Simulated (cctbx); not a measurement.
## A crystallographic session in cctbx: ErMg4Zn8

Library: cctbx 2025.11. The data are simulated by the first script.

## 1. Simulate the data

run.py:

```python
from cctbx import adptbx, crystal, miller, sgtbx, xray
from cctbx.array_family import flex
from iotbx.shelx import hklf
from scitbx import matrix
import scitbx.random

cs = crystal.symmetry(unit_cell=(9.232, 9.232, 5.331, 90, 90, 90), space_group_symbol='Hall: -I 4 2')  # I4/mmm
atoms = [  # label, site, U (iso, or U11 U22 U33 U12 U13 U23 in A^2), occupancy
    ("Er1", (0, 0, 0), (0.0088, 0.0088, 0.0077, 0.0000, 0.0000, 0.0000), 1),
    ("Zn1", (0, 0.7801, 0.5), (0.0144, 0.0154, 0.0182, 0.0000, 0.0000, 0.0000), 1),
    ("Zn2", (0, 0.3527, 0), (0.0118, 0.0119, 0.0204, 0.0000, 0.0000, 0.0000), 1),
    ("Mg1", (0.25, 0.75, 0.25), (0.0180, 0.0180, 0.0130, 0.0001, -0.0017, 0.0017), 1),
]
xs = xray.structure(crystal_symmetry=cs)
for label, site, u, occ in atoms:
    u = adptbx.u_cif_as_u_star(cs.unit_cell(), u) if isinstance(u, tuple) else u
    xs.add_scatterer(xray.scatterer(label, site=site, u=u, occupancy=occ))
xs.set_inelastic_form_factors(0.71073, "sasaki")
xs.show_summary()
p1 = xs.expand_to_p1()
ms = miller.build_set(p1, anomalous_flag=True, d_min=0.6)
flex.set_random_seed(978314)
scitbx.random.set_random_seed(978314)
ms = ms.select(flex.random_double(ms.size()) < 0.8)
i = ms.structure_factors_from_scatterers(p1, algorithm="direct").f_calc().as_intensity_array().data()
i = i * 20000 / flex.max(i)
sig = flex.sqrt(i + flex.pow2(0.03 * i) + 15 ** 2)
noise = scitbx.random.variate(scitbx.random.normal_distribution())(i.size())
data = ms.array(data=i + sig * noise, sigmas=sig).set_observation_type_xray_intensity()
with open("data.hkl", "w") as f:
    data.export_as_shelx_hklf(f)
print("reflections written:", data.size(), " <I/sigma> = %.1f" % flex.mean(data.data() / data.sigmas()))
for h, a, b in list(data.sort("data"))[:12]:
    print("%4d%4d%4d %9.1f %7.1f" % (h + (a, b)))
```

```console
$ python run.py
```

```text
Number of scatterers: 4
At special positions: 4
Unit cell: (9.232, 9.232, 5.331, 90, 90, 90)
Space group: I 4/m m m (No. 139)
reflections written: 7069  <I/sigma> = 6.2
   0   0   2   20724.1   616.6
   0   0  -2   20595.3   616.6
   0   0   4   15915.5   468.1
   0   4   0   13035.5   409.8
   4   0   0   12981.4   409.8
  -4   0   0   12580.1   409.8
  -2   3   1   10462.0   318.8
  -3   2   1   10308.8   318.8
  -3  -2  -1   10265.4   318.8
   2  -3  -1   10180.6   318.8
   3   2   1   10111.4   318.8
   3  -2   1   10028.2   318.8
```

Run time: 0.26 s on 1 thread of Arm Neoverse V2 (shared host), peak memory 0.07 GiB.

## 2. Refinement (right model, isotropic)

run.py:

```python
import math
from cctbx import adptbx, crystal, maptbx, sgtbx, xray
from cctbx.array_family import flex
from cctbx.xray import observations
from iotbx.shelx import hklf
from scitbx.lstbx import normal_eqns_solving
from smtbx import absolute_structure, utils
from smtbx.refinement import constraints, least_squares

cs = crystal.symmetry(unit_cell=(9.232, 9.232, 5.331, 90, 90, 90), space_group_symbol='Hall: -I 4 2')  # I4/mmm
atoms = [  # label, site, U (iso, or U11 U22 U33 U12 U13 U23 in A^2), occupancy
    ("Er1", (0, 0, 0), 0.0200, 1),
    ("Zn1", (0, 0.7795, 0.5), 0.0200, 1),
    ("Zn2", (0, 0.3512, 0), 0.0200, 1),
    ("Mg1", (0.25, 0.75, 0.25), 0.0200, 1),
]
xs = xray.structure(crystal_symmetry=cs)
for label, site, u, occ in atoms:
    u = adptbx.u_cif_as_u_star(cs.unit_cell(), u) if isinstance(u, tuple) else u
    xs.add_scatterer(xray.scatterer(label, site=site, u=u, occupancy=occ))
xs.set_inelastic_form_factors(0.71073, "sasaki")
raw = hklf.reader(file_name="data.hkl").as_miller_arrays(crystal_symmetry=cs, anomalous=True)[0]
merged = raw.eliminate_sys_absent().merge_equivalents()
fo2 = merged.array().set_observation_type_xray_intensity()
print("Rint %.3f, %d unique reflections to %.2f A" % (merged.r_int(), fo2.size(), fo2.d_min()))
for sc in xs.scatterers():
    sc.flags.set_grad_site(True)
    sc.flags.set_grad_u_aniso(sc.flags.use_u_aniso())
    sc.flags.set_grad_u_iso(sc.flags.use_u_iso())
obs = fo2.as_xray_observations()
extra = {}
rep = constraints.reparametrisation(xs, [], utils.connectivity_table(xs), **extra)
ls = least_squares.crystallographic_ls(obs, rep, weighting_scheme=least_squares.mainstream_shelx_weighting(a=0, b=0))
print("cycle     R1     wR2    GooF  max shift (A)")
for cycle in range(8):
    ls.build_up()
    r1, wr2, goof = ls.r1_factor(cutoff_factor=2)[0], ls.wR2(), ls.goof()
    old = xs.sites_cart()
    normal_eqns_solving.levenberg_marquardt_iterations(ls, n_max_iterations=3, tau=1e-06, step_threshold=1e-7)
    big = flex.max((xs.sites_cart() - old).norms())
    print("%4d %7.4f %7.4f %7.3f %9.5f" % (cycle + 1, r1, wr2, goof, big))
    ls.build_up(objective_only=True)
    if abs(ls.wR2() - wr2) < 5e-5 and big < 5e-4:
        break
ls.build_up()
print("final R1 %.4f wR2 %.4f GooF %.3f  parameters %d  data/parameter %.1f" % (ls.r1_factor(cutoff_factor=2)[0], ls.wR2(), ls.goof(), ls.n_parameters, fo2.size() / ls.n_parameters))
cov = ls.covariance_matrix_and_annotations()
su = dict(zip(cov.annotations, (math.sqrt(max(v, 0)) for v in cov.matrix.matrix_packed_u_diagonal())))
a2 = cs.unit_cell().reciprocal_parameters()[0] ** -2
print("atom        x        y        z      Ueq    occ   su(xyz)  su(Uiso or U11)")
for sc in xs.scatterers():
    s = max(su.get(sc.label + k, 0) for k in (".x", ".y", ".z"))
    npd = "" if sc.is_positive_definite_u(cs.unit_cell()) else "  NPD"
    print("%-5s %8.5f %8.5f %8.5f %8.4f %6.3f %8.5f %7.4f%s" % ((sc.label,) + sc.site + (sc.u_iso_or_equiv(cs.unit_cell()), sc.occupancy, s, su.get(sc.label + ".uiso", su.get(sc.label + ".u11", 0) * a2), npd)))
fo = fo2.f_sq_as_f()
fc = fo.structure_factors_from_scatterers(xs, algorithm="direct").f_calc()
diff = fo.f_obs_minus_f_calc(1 / math.sqrt(ls.scale_factor()), fc).average_bijvoet_mates()
m = diff.fft_map(symmetry_flags=maptbx.use_space_group_symmetry, resolution_factor=0.25).apply_volume_scaling()
print("difference map: max %.2f min %.2f rms %.2f" % (m.statistics().max(), m.statistics().min(), m.statistics().sigma()))
peaks = m.peak_search(parameters=maptbx.peak_search_parameters(min_distance_sym_equiv=0.6, max_clusters=6)).all()
near = xs.closest_distances(peaks.sites(), distance_cutoff=4)
sps = cs.special_position_settings(min_distance_sym_equiv=0.5)
for k, (x, h) in enumerate(zip(peaks.sites(), peaks.heights())):
    ss = sps.site_symmetry(x)
    print("Q%-3d %7.4f %7.4f %7.4f %4d %7.2f  %.2f A from %s" % ((k + 1,) + tuple(t % 1 for t in ss.exact_site()) + (ss.multiplicity(), h, near.smallest_distances[k], xs.scatterers()[near.i_seqs[k]].label)))
```

```console
$ python run.py
```

```text
Rint 0.038, 350 unique reflections to 0.60 A
cycle     R1     wR2    GooF  max shift (A)
   1  0.1463  0.2781  12.794   0.01358
   2  0.0279  0.0622   2.863   0.00000
final R1 0.0279 wR2 0.0622 GooF 2.863  parameters 6  data/parameter 58.3
atom        x        y        z      Ueq    occ   su(xyz)  su(Uiso or U11)
Er1    0.00000  0.00000  0.00000   0.0084  1.000  0.00000  0.0001
Zn1    0.00000  0.78003  0.50000   0.0161  1.000  0.00011  0.0002
Zn2    0.00000  0.35267  0.00000   0.0149  1.000  0.00010  0.0002
Mg1    0.25000  0.75000  0.25000   0.0162  1.000  0.00000  0.0005
difference map: max 6.27 min -3.65 rms 0.41
Q1    0.0000  0.3522  0.0723   16    6.83  0.39 A from Zn2
Q2    0.0000  0.2222  0.4227   16    2.09  0.41 A from Zn1
Q3    0.0000  0.0000  0.0000    2    1.24  0.00 A from Er1
Q4    0.2165  0.2165  0.2909   16    1.18  0.49 A from Mg1
Q5    0.0937  0.2648  0.5000   16    1.11  0.96 A from Zn1
Q6    0.0940  0.2215  0.0000   16    1.09  1.49 A from Zn2
```

Time: 0.4 s.

## 3. Refinement (right model, anisotropic)

run.py, as its changes from the last script of this kind:

```diff
@@ -12,4 +12,4 @@
-    ("Er1", (0, 0, 0), 0.0200, 1),
-    ("Zn1", (0, 0.7795, 0.5), 0.0200, 1),
-    ("Zn2", (0, 0.3512, 0), 0.0200, 1),
-    ("Mg1", (0.25, 0.75, 0.25), 0.0200, 1),
+    ("Er1", (0, 0, 0), 0.0084, 1),
+    ("Zn1", (0, 0.78003, 0.5), 0.0161, 1),
+    ("Zn2", (0, 0.35267, 0), 0.0149, 1),
+    ("Mg1", (0.25, 0.75, 0.25), 0.0162, 1),
@@ -21,0 +22 @@
+xs.convert_to_anisotropic()
```

```console
$ python run.py
```

```text
Rint 0.038, 350 unique reflections to 0.60 A
cycle     R1     wR2    GooF  max shift (A)
   1  0.0279  0.0622   2.897   0.00045
   2  0.0102  0.0199   0.924   0.00000
final R1 0.0102 wR2 0.0199 GooF 0.924  parameters 14  data/parameter 25.0
atom        x        y        z      Ueq    occ   su(xyz)  su(Uiso or U11)
Er1    0.00000  0.00000  0.00000   0.0084  1.000  0.00000  0.0001
Zn1    0.00000  0.78008  0.50000   0.0161  1.000  0.00003  0.0001
Zn2    0.00000  0.35265  0.00000   0.0149  1.000  0.00003  0.0001
Mg1    0.25000  0.75000  0.25000   0.0165  1.000  0.00000  0.0003
difference map: max 0.78 min -0.98 rms 0.18
Q1    0.2107  0.2107  0.3214   16    0.86  0.64 A from Mg1
Q2    0.0781  0.2542  0.5000   16    0.75  0.79 A from Zn1
Q3    0.0000  0.1049  0.4427   16    0.70  1.10 A from Zn1
Q4    0.1952  0.1952  0.0000    8    0.69  1.51 A from Mg1
Q5    0.0939  0.2108  0.0000   16    0.67  1.57 A from Zn2
Q6    0.0592  0.3587  0.5000   16    0.67  1.39 A from Zn1
```

Time: 0.38 s.

## 4. Refinement

run.py, as its changes from the last script of this kind:

```diff
@@ -15 +15 @@
-    ("Mg1", (0.25, 0.75, 0.25), 0.0162, 1),
+    ("Na1", (0.25, 0.75, 0.25), 0.0162, 1),
@@ -36 +36 @@
-for cycle in range(8):
+for cycle in range(12):
```

```console
$ python run.py
```

```text
Rint 0.038, 350 unique reflections to 0.60 A
cycle     R1     wR2    GooF  max shift (A)
   1  0.0328  0.0732   3.407   0.00038
   2  0.0127  0.0249   1.161   0.00000
final R1 0.0127 wR2 0.0249 GooF 1.161  parameters 14  data/parameter 25.0
atom        x        y        z      Ueq    occ   su(xyz)  su(Uiso or U11)
Er1    0.00000  0.00000  0.00000   0.0085  1.000  0.00000  0.0001
Zn1    0.00000  0.78007  0.50000   0.0162  1.000  0.00004  0.0002
Zn2    0.00000  0.35267  0.00000   0.0149  1.000  0.00004  0.0001
Na1    0.25000  0.75000  0.25000   0.0108  1.000  0.00000  0.0003
difference map: max 1.19 min -1.07 rms 0.21
Q1    0.2177  0.2177  0.3054   16    1.19  0.51 A from Na1
Q2    0.2302  0.2302  0.1956   16    1.11  0.39 A from Na1
Q3    0.1944  0.1944  0.0000    8    0.69  1.52 A from Na1
Q4    0.0000  0.1049  0.5000    8    0.69  1.06 A from Zn1
Q5    0.0793  0.2564  0.5000   16    0.67  0.81 A from Zn1
Q6    0.0967  0.2128  0.0000   16    0.67  1.57 A from Zn2
```

Time: 0.39 s.

This run holds a fault made on purpose: wrong element: Na1 is Mg.

## 5. Refinement

run.py, as its changes from the last script of this kind:

```diff
@@ -15 +15 @@
-    ("Na1", (0.25, 0.75, 0.25), 0.0162, 1),
+    ("Mg1", (0.25, 0.75, 0.25), 0.0162, 1),
@@ -24 +24 @@
-merged = raw.eliminate_sys_absent().merge_equivalents()
+merged = raw.eliminate_sys_absent().resolution_filter(d_min=2).merge_equivalents()
```

```console
$ python run.py
```

```text
Rint 0.020, 16 unique reflections to 2.06 A
cycle     R1     wR2    GooF  max shift (A)
   1  0.0097  0.0229   3.878   0.00461
   2  0.0012  0.0032   0.541   0.00000
final R1 0.0012 wR2 0.0032 GooF 0.541  parameters 14  data/parameter 1.1
atom        x        y        z      Ueq    occ   su(xyz)  su(Uiso or U11)
Er1    0.00000  0.00000  0.00000   0.0053  1.000  0.00000  0.0029  NPD
Zn1    0.00000  0.78053  0.50000   0.0127  1.000  0.00018  0.0042
Zn2    0.00000  0.35222  0.00000   0.0123  1.000  0.00017  0.0033
Mg1    0.25000  0.75000  0.25000   0.0143  1.000  0.00000  0.0036  NPD
difference map: max 0.04 min -0.01 rms 0.01
Q1    0.0000  0.0000  0.5000    2    0.04  2.03 A from Zn1
Q2    0.0000  0.1567  0.0000    8    0.01  1.45 A from Er1
Q3    0.1183  0.1183  0.0000    8    0.01  1.54 A from Er1
Q4    0.0000  0.2885  0.5000    8    0.01  0.64 A from Zn1
Q5    0.2487  0.2487  0.0000    8    0.00  1.33 A from Mg1
Q6    0.0000  0.5000  0.0000    4    0.00  1.36 A from Zn2
```

It took 0.39 s on 1 thread of Arm Neoverse V2, on a shared host, peak memory 0.09 GiB.

This run holds a fault made on purpose: data cut at low resolution.

[Logs are printed without paths, hosts, clocks, repeated set-up lines and the standing remarks that a program may print on its own settings, such as how far it seeks lower states.]
